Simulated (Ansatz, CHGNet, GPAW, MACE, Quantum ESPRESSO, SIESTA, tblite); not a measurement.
**Random packing of 71HfO2-29Hf3N4 (mol %) (71 atoms) in GPAW**

Aim: run random packing of 71HfO2-29Hf3N4 (mol %) (71 atoms) in GPAW and see how near its forces come to a plane-wave reference, and at what cost.

Calculated with GPAW 26.7.0; the method is named at each step.

### Step 1. Starting point

The cell holds 71 atoms: 27 Hf, 24 O and 20 N. Its edges and angles: a = 9.912 Å, b = 9.912 Å, c = 9.912 Å, α = 90.0°, β = 90.0°, γ = 90.0°. 71 atoms (27 Hf, 24 O, 20 N) packed at random in a cube at 9.35 g/cm³ and pushed apart as soft spheres, cations and anions kept from their own kind; a start for melting by ab initio MD, not an equilibrated structure. Then every atom was moved at random, 0.02 Å r.m.s. a Cartesian component.

The yardstick, on the same geometry:

| Quantity | Value |
| --- | --- |
| method | Kohn-Sham DFT, PBE, SSSP efficiency 1.3.0 pseudopotentials, plane waves (Quantum ESPRESSO 7.5); sssp-pbe-1.3.0-efficiency, cutoffs 60/480 Ry, Γ point |
| r.m.s. force component | 2.336 eV/Å |
| longest force | 8.896 eV/Å |
| pressure | -12.9 GPa |
| time | 7.6 min on 4 MPI ranks of Arm Neoverse V1, shared host |
| CPU time | 30 min |

### Step 2. PBE, plane waves 600 eV

Method: Kohn-Sham DFT, PBE, PAW, plane waves.

run.py

```python
import numpy as np
from ase.io import read
from gpaw import GPAW, FermiDirac, PW
from ase.parallel import parprint as print

atoms = read("structure.xyz")
atoms.calc = GPAW(
    mode=PW(600),
    xc="PBE",
    kpts={"size": (1, 1, 1), "gamma": True},
    occupations=FermiDirac(0.05),
    maxiter=200,
    symmetry={"point_group": False},
    nbands=553,
    txt="gpaw.txt",
)
energy = atoms.get_potential_energy(force_consistent=True)
forces = atoms.get_forces()
print(f"energy {energy:.6f} eV")
print("forces (eV/A)")
for i, (a, f) in enumerate(zip(atoms, forces)):
    print(f"{i:4d} {a.symbol:2s} {f[0]:10.5f} {f[1]:10.5f} {f[2]:10.5f}")
stress = -atoms.get_stress(voigt=False) * 160.21766
print("stress (GPa, compression positive)")
for row in stress:
    print(" ".join(f"{x:10.4f}" for x in row))
print(f"Fermi level {atoms.calc.get_fermi_level():.4f} eV")
for k in range(len(atoms.calc.get_ibz_k_points())):
    for s in range(atoms.calc.get_number_of_spins()):
        e = atoms.calc.get_eigenvalues(kpt=k, spin=s)
        n = np.searchsorted(e, atoms.calc.get_fermi_level())
        print(f"k {k} spin {s} levels about the Fermi level:", np.round(e[max(n - 6, 0):n], 4).tolist(), "|", np.round(e[n:n + 6], 4).tolist())
```

structure.xyz

```xyz
71
Lattice="9.91160 0.00000 0.00000 0.00000 9.91160 0.00000 0.00000 0.00000 9.91160" Properties=species:S:1:pos:R:3 pbc="T T T"
Hf 3.99576 2.82183 3.09965
Hf 3.18212 9.66579 0.80859
Hf 3.35458 0.40717 7.24151
Hf 5.77341 6.36929 7.15211
Hf 8.14159 7.65582 1.05182
Hf 3.27341 5.64951 7.75424
Hf 8.81131 7.18591 6.81958
Hf 9.00419 2.88319 3.28342
Hf 4.93072 0.04183 4.86679
Hf 7.55155 2.44579 6.46127
Hf 9.16734 9.83092 7.32913
Hf 5.04659 5.75398 2.50754
Hf 3.42168 7.60963 3.55747
Hf 6.51797 3.52328 2.55115
Hf 1.27612 1.39496 8.55579
Hf 2.71865 2.40911 0.76636
Hf 6.06778 8.87663 9.81288
Hf 5.40093 0.33927 2.22595
Hf 2.88467 2.34816 5.45247
Hf 2.35579 7.41645 9.53625
Hf 5.92327 3.24645 8.43884
Hf 3.10937 7.87506 6.26383
Hf 8.30880 3.41861 0.53770
Hf 7.89300 4.83428 7.70587
Hf 0.35028 5.99949 0.76904
Hf 9.21828 0.26286 3.26448
Hf 0.95915 8.20244 4.30946
O 7.83343 1.11833 1.39922
O 0.91831 3.40424 4.77739
O 8.62735 9.65737 9.74697
O 8.33298 5.39568 1.99729
O 4.16674 5.51828 5.42769
O 8.57710 8.67721 4.95045
O 7.23646 0.58637 5.00952
O 1.94347 6.17780 4.96809
O 0.74248 3.66709 0.76012
O 6.06808 2.49019 4.61306
O 8.13217 4.89296 4.23493
O 3.70733 2.41427 8.50584
O 6.53997 6.39586 4.24157
O 9.76233 3.01293 7.10592
O 5.49182 1.38782 6.91641
O 1.88073 0.11716 5.45881
O 4.27824 3.75075 6.77884
O 1.57644 7.44510 2.17114
O 6.57208 1.25659 9.52049
O 0.89769 9.45150 0.20220
O 1.12001 6.66862 7.53044
O 3.28411 0.06056 3.18916
O 6.96617 6.81819 9.11956
O 9.55637 7.52687 9.01272
N 0.53850 5.03133 2.96595
N 5.08534 2.37908 1.00454
N 8.67295 1.80778 8.73440
N 1.10197 1.55057 2.29414
N 6.38049 4.84301 0.21984
[... 11 atom lines left out ...]
N 0.19902 4.72268 8.63935
N 9.89257 5.28952 5.70730
N 9.45309 1.39516 5.43631
N 6.87042 8.79367 3.46529
```

Run with:

```console
> OMP_NUM_THREADS=1 mpirun -np 2 gpaw python run.py > output.txt
```

The program printed:

```text
energy -477.626708 eV
forces (eV/A)
   0 Hf   -0.21855    2.22115    0.84235
   1 Hf   -3.76663   -2.04419    1.45981
   2 Hf    3.22451    0.03680    3.37775
   3 Hf    0.95884    2.90843   -2.31440
   4 Hf    0.74733    0.12515    0.51343
   5 Hf   -3.51701   -7.73196   -1.27634
   6 Hf    1.87688   -0.94628   -1.29474
   7 Hf    6.19935    4.61620    4.46156
   8 Hf    4.55442    0.86052    2.35542
   9 Hf    1.01595   -4.98593   -5.86974
  10 Hf   -1.73588    1.60267    0.71059
  11 Hf   -0.21462    2.06656   -0.53655
  12 Hf    0.26126   -2.94168   -4.27897
  13 Hf   -0.82986    0.15696    1.26719
  14 Hf   -3.01682    2.26733    1.19853
  15 Hf   -1.30446    4.94470   -0.71042
  16 Hf   -0.57642    1.04832   -5.73496
  17 Hf    4.10589   -0.57958   -0.88550
  18 Hf   -5.09773    4.07993    2.56299
  19 Hf   -0.15298    3.45917   -0.48436
  20 Hf   -7.50169   -3.08474    3.87386
  21 Hf   -0.70281   -1.63028    1.36818
  22 Hf    2.52274   -1.08476   -3.45668
  23 Hf    5.72207    0.74560    1.67716
[...]
63 N     1.57383    2.68044   -1.68103
  64 N     2.17877   -0.47455   -1.54118
  65 N    -1.71868   -0.54939    1.97035
  66 N    -0.57005    2.17454    0.77441
  67 N    -2.38590    1.24950    1.45535
  68 N    -2.31177    1.99192    0.85450
  69 N    -2.04592    0.48052   -0.77604
  70 N    -2.14002    1.61440   -2.23577
stress (GPa, compression positive)
  -17.6295    -3.0706    -5.2713
   -3.0706   -13.7789     1.2590
   -5.2713     1.2590   -20.8786
Fermi level 7.6409 eV
k 0 spin 0 levels about the Fermi level: [7.4009, 7.4186, 7.4619, 7.5559, 7.5776, 7.6111] | [7.6591, 7.7212, 7.7553, 7.7823, 7.8154, 7.8361]
```

gpaw.txt:

```text
Input parameters:
  mode=PW(ecut=600.0),
  kpts=MonkhorstPack(size=(1, 1, 1), gamma=True),
  maxiter=200,
  nbands=553,
  occupations=Occupations(name='fermi-dirac', width=0.05, fixmagmom=False),
  symmetry=Symmetry(point_group=False),
  xc=XC(name='PBE')
Diagonalizing LCAO Hamiltonian
Converting LCAO to pw mode
       .--------------------O--.
      /|             Hf        |
     / |   Hf                  |
    /  |  N     NN    ON     Of|
   /   |                       |
  / N  |O   Hf     Hf      Hf  |
 *     |   O Hf  HO   NNf      |
 |   Hf|N                  O   |
 |     |HO    O    N   N  O N  |
 |     | Hf   HO     Hf        |
 |   O | Hf             O  N   |
 |   NO| O N   HfOf      N     |
 |     .-O---Hf----O----OHf----.
 |   Hf     Hf     Hf         /
 |   N   O N           Hf    /
 |  /O        Hf   N   Hf   /
 | /     Hf          O     /
 |/                       /
 *-----------------------*
Unit cell  # Å
[... lines left out ...]
  Converge bands: occupied
[... lines left out ...]
density mixing:
  MSR1-Mixer
occupation numbers:
  Fermi-Dirac:
    width: 0.0500  # eV
poisson solver:
  ecut: 4800.0  # eV
xc functional:
  name: PBE with 2 nearest neighbor stencil
Initialization done in: 37.971 s
convergence criteria:
- Maximum [total energy] change in last 3 cyles: 0.0005 eV / valence electron
- Maximum integral of absolute [dens]ity change: 0.0001 electrons / valence electron
- Maximum integral of absolute [eigenst]ate change: 4e-08 eV^2 / valence electron
maximum number of iterations: 200
SCF iterations
|iter     |      energy | eigst |  dens |
|---------|-------------|-------|-------|
|iter:   1| -533.373003 | +0.19 |       |
|iter:   2| -504.605080 | -0.95 | -0.82 |
|iter:   3| -502.519797 | -1.21 | -0.98 |
|iter:   4| -480.889281 | -1.91 | -1.06 |
[...]
|iter:  10| -477.609241 | -3.09 | -1.75 |
|iter:  11| -477.458127 | -3.57 | -1.98 |
|iter:  12| -477.495542c| -3.88 | -2.19 |
|iter:  13| -477.491452c| -3.91 | -2.22 |
|iter:  14| -477.461763c| -4.08 | -2.32 |
[...]
|iter:  25| -477.431442c| -7.14 | -3.76 |
|iter:  26| -477.431439c| -7.24 | -3.87 |
|iter:  27| -477.431445c| -7.55c| -3.98 |
|iter:  28| -477.431454c| -7.44c| -4.09c|
Converged in 28 steps
SCF loop duration: 436.731 s (15.598 s/step)
Energy contributions relative to reference atoms: (reference = -11145539.997746)
Energy contributions:
  Kinetic:         117.398684
  Coulomb:        -181.840027
  Zero:             -7.379113
  External:          0.000000
  Xc:             -405.415743
  Entropy:          -0.390509
  Spinorbit:         0.000000
  ----------------------------
  Free energy:    -477.626708
  Extrapolated:   -477.431454
dipole moment: (44.910833, -55.058854, 11.364340)  # |e|*Ang
Fermi level: 7.641
Eigenvalues  # (at kpt = [0.000, 0.000, 0.000])
| band index |      eig [eV] | occ [0-2] |
|------------|---------------|-----------|
|          0 |       -55.116 |     2.000 |
|        ... |               |           |
|        276 |         7.354 |     1.994 |
|        277 |         7.384 |     1.988 |
[...]
|        ... |               |           |
[...]
Gap: 0.048 eV
Transition (v -> c):
  (s=0, k=0, n=283, [0.00, 0.00, 0.00]) -> (s=0, k=0, n=284, [0.00, 0.00, 0.00])
No difference between direct/indirect transitions
Force computation time: 4.963  # s
Stress tensor  # eV/Ang^3
|        x |         y |         z |
|----------|-----------|-----------|
[...]
| 0.019165 |  0.086001 | -0.007858 |
| 0.032901 | -0.007858 |  0.130314 |
Stress computation time: 27.549  # s
```

Elapsed: 8.5 min, on 2 MPI ranks of Arm Neoverse V1, shared host; peak memory 1.8 GiB; 17 min of CPU time.

Banners, paths, timers and routine set-up lines are dropped from the logs unmarked, and long logs keep their key lines alone; longer cuts are marked.

Against the reference:

| Item | Value |
| --- | --- |
| r.m.s. force component | 2.347 eV/Å |
| r.m.s. difference of force components | 19.75 meV/Å |
| longest difference of force vectors | 97.91 meV/Å |
| force difference over r.m.s. force | 0.8454 % |
| slope of forces against the reference's | 1.005 |
| correlation of force components | 1 |
| pressure | -17.43 GPa |
| pressure difference | -4.532 GPa |

This run lies far from the reference in pressure at the same functional.

Length of the force difference by element (eV/Å):

| element | atoms | mean | most |
| --- | --- | --- | --- |
| Hf | 27 | 0.042 | 0.098 |
| N | 20 | 0.024 | 0.038 |
| O | 24 | 0.020 | 0.037 |

A closer look about Hf21, which bears the longest force: 9 atoms, nearest first, numbered in the order of the input, with positions taken from that point.

| atom | x | y | z | distance (Å) | bonds | Fx | Fy | Fz (eV/Å) |
| --- | --- | --- | --- | --- | --- | --- | --- | --- |
| Hf21 | 0.00 | 0.00 | 0.00 | 0.00 | 6 | -7.50 | -3.08 | 3.87 |
| O46 | 0.65 | -1.99 | 1.08 | 2.36 | 2 | -1.59 | 0.75 | -1.39 |
| O39 | -2.22 | -0.83 | 0.07 | 2.37 | 4 | -1.30 | -2.14 | 1.98 |
| N56 | 0.46 | 1.60 | 1.69 | 2.37 | 5 | 1.51 | -4.53 | 0.01 |
| O44 | -1.65 | 0.50 | -1.66 | 2.39 | 3 | 0.35 | 0.49 | 1.08 |
| O42 | -0.43 | -1.86 | -1.52 | 2.44 | 4 | 0.12 | -0.13 | -0.36 |
| Hf24 | 1.97 | 1.59 | -0.73 | 2.63 | 6 | 5.72 | 0.75 | 1.68 |
| Hf10 | 1.63 | -0.80 | -1.98 | 2.68 | 7 | 1.02 | -4.99 | -5.87 |
| N53 | -0.84 | -0.87 | 2.48 | 2.76 | 5 | -1.50 | -0.29 | 3.74 |

Atoms are counted from 1 here, from 0 in the log.

Forces lie 0.85 % from the reference's, at 0.56 times its CPU time (on 2 against 4 cores).

Further runs of this program without a result: GPAW PBE, LCAO dzp, h 0.18 Å (cut off at its time limit); GPAW PBE, LCAO sz(dzp), h 0.18 Å (cut off at its time limit); GPAW PBE, LCAO dzp, h 0.22 Å (cut off at its time limit).

### Step 3. Results

```
force difference from the reference : GPAW PBE, plane waves 600 eV, 0.85 %
its CPU time                        : 17 min
```

What this shows: PBE on plane waves or a grid with other potentials, cutoffs or grids differs from the reference by 0.85 % (GPAW PBE, plane waves 600 eV) of the r.m.s. force; this holds the reference's own error, so differences of a few per cent don't tell which side is nearer the exact PBE result. In pressure, GPAW PBE, plane waves 600 eV misses by -4.5 GPa, at the same functional. The reference's pressure holds the uncorrected Pulay stress of its 60 Ry basis, so small pressure differences, and their order, may be the reference's own error. The reference's stress is far from hydrostatic: its diagonal is -13.1, -9.2, -16.3 GPa, compression counted positive. The reference's pressure of -13 GPa belongs to a cell and atoms that aren't relaxed at this level. The electronic-structure runs sample only Γ, in a cell whose shortest periodic width is 10 Å, which is coarse for a cell with partly filled levels. Spin–orbit coupling is left out, which matters for the levels of the heavy elements.

[Also dropped from logs without a mark: logging warnings of Python, and SIESTA's first energy breakdown and zero terms.]

[Logs are printed without paths, hosts, clocks, repeated set-up lines and the standing remarks that a program may print on its own settings, such as how far it seeks lower states.]

[Hosts, paths, dates, database ids (printed as entryN), source tags and the programs' standing remarks are cut or masked in the printed files.]
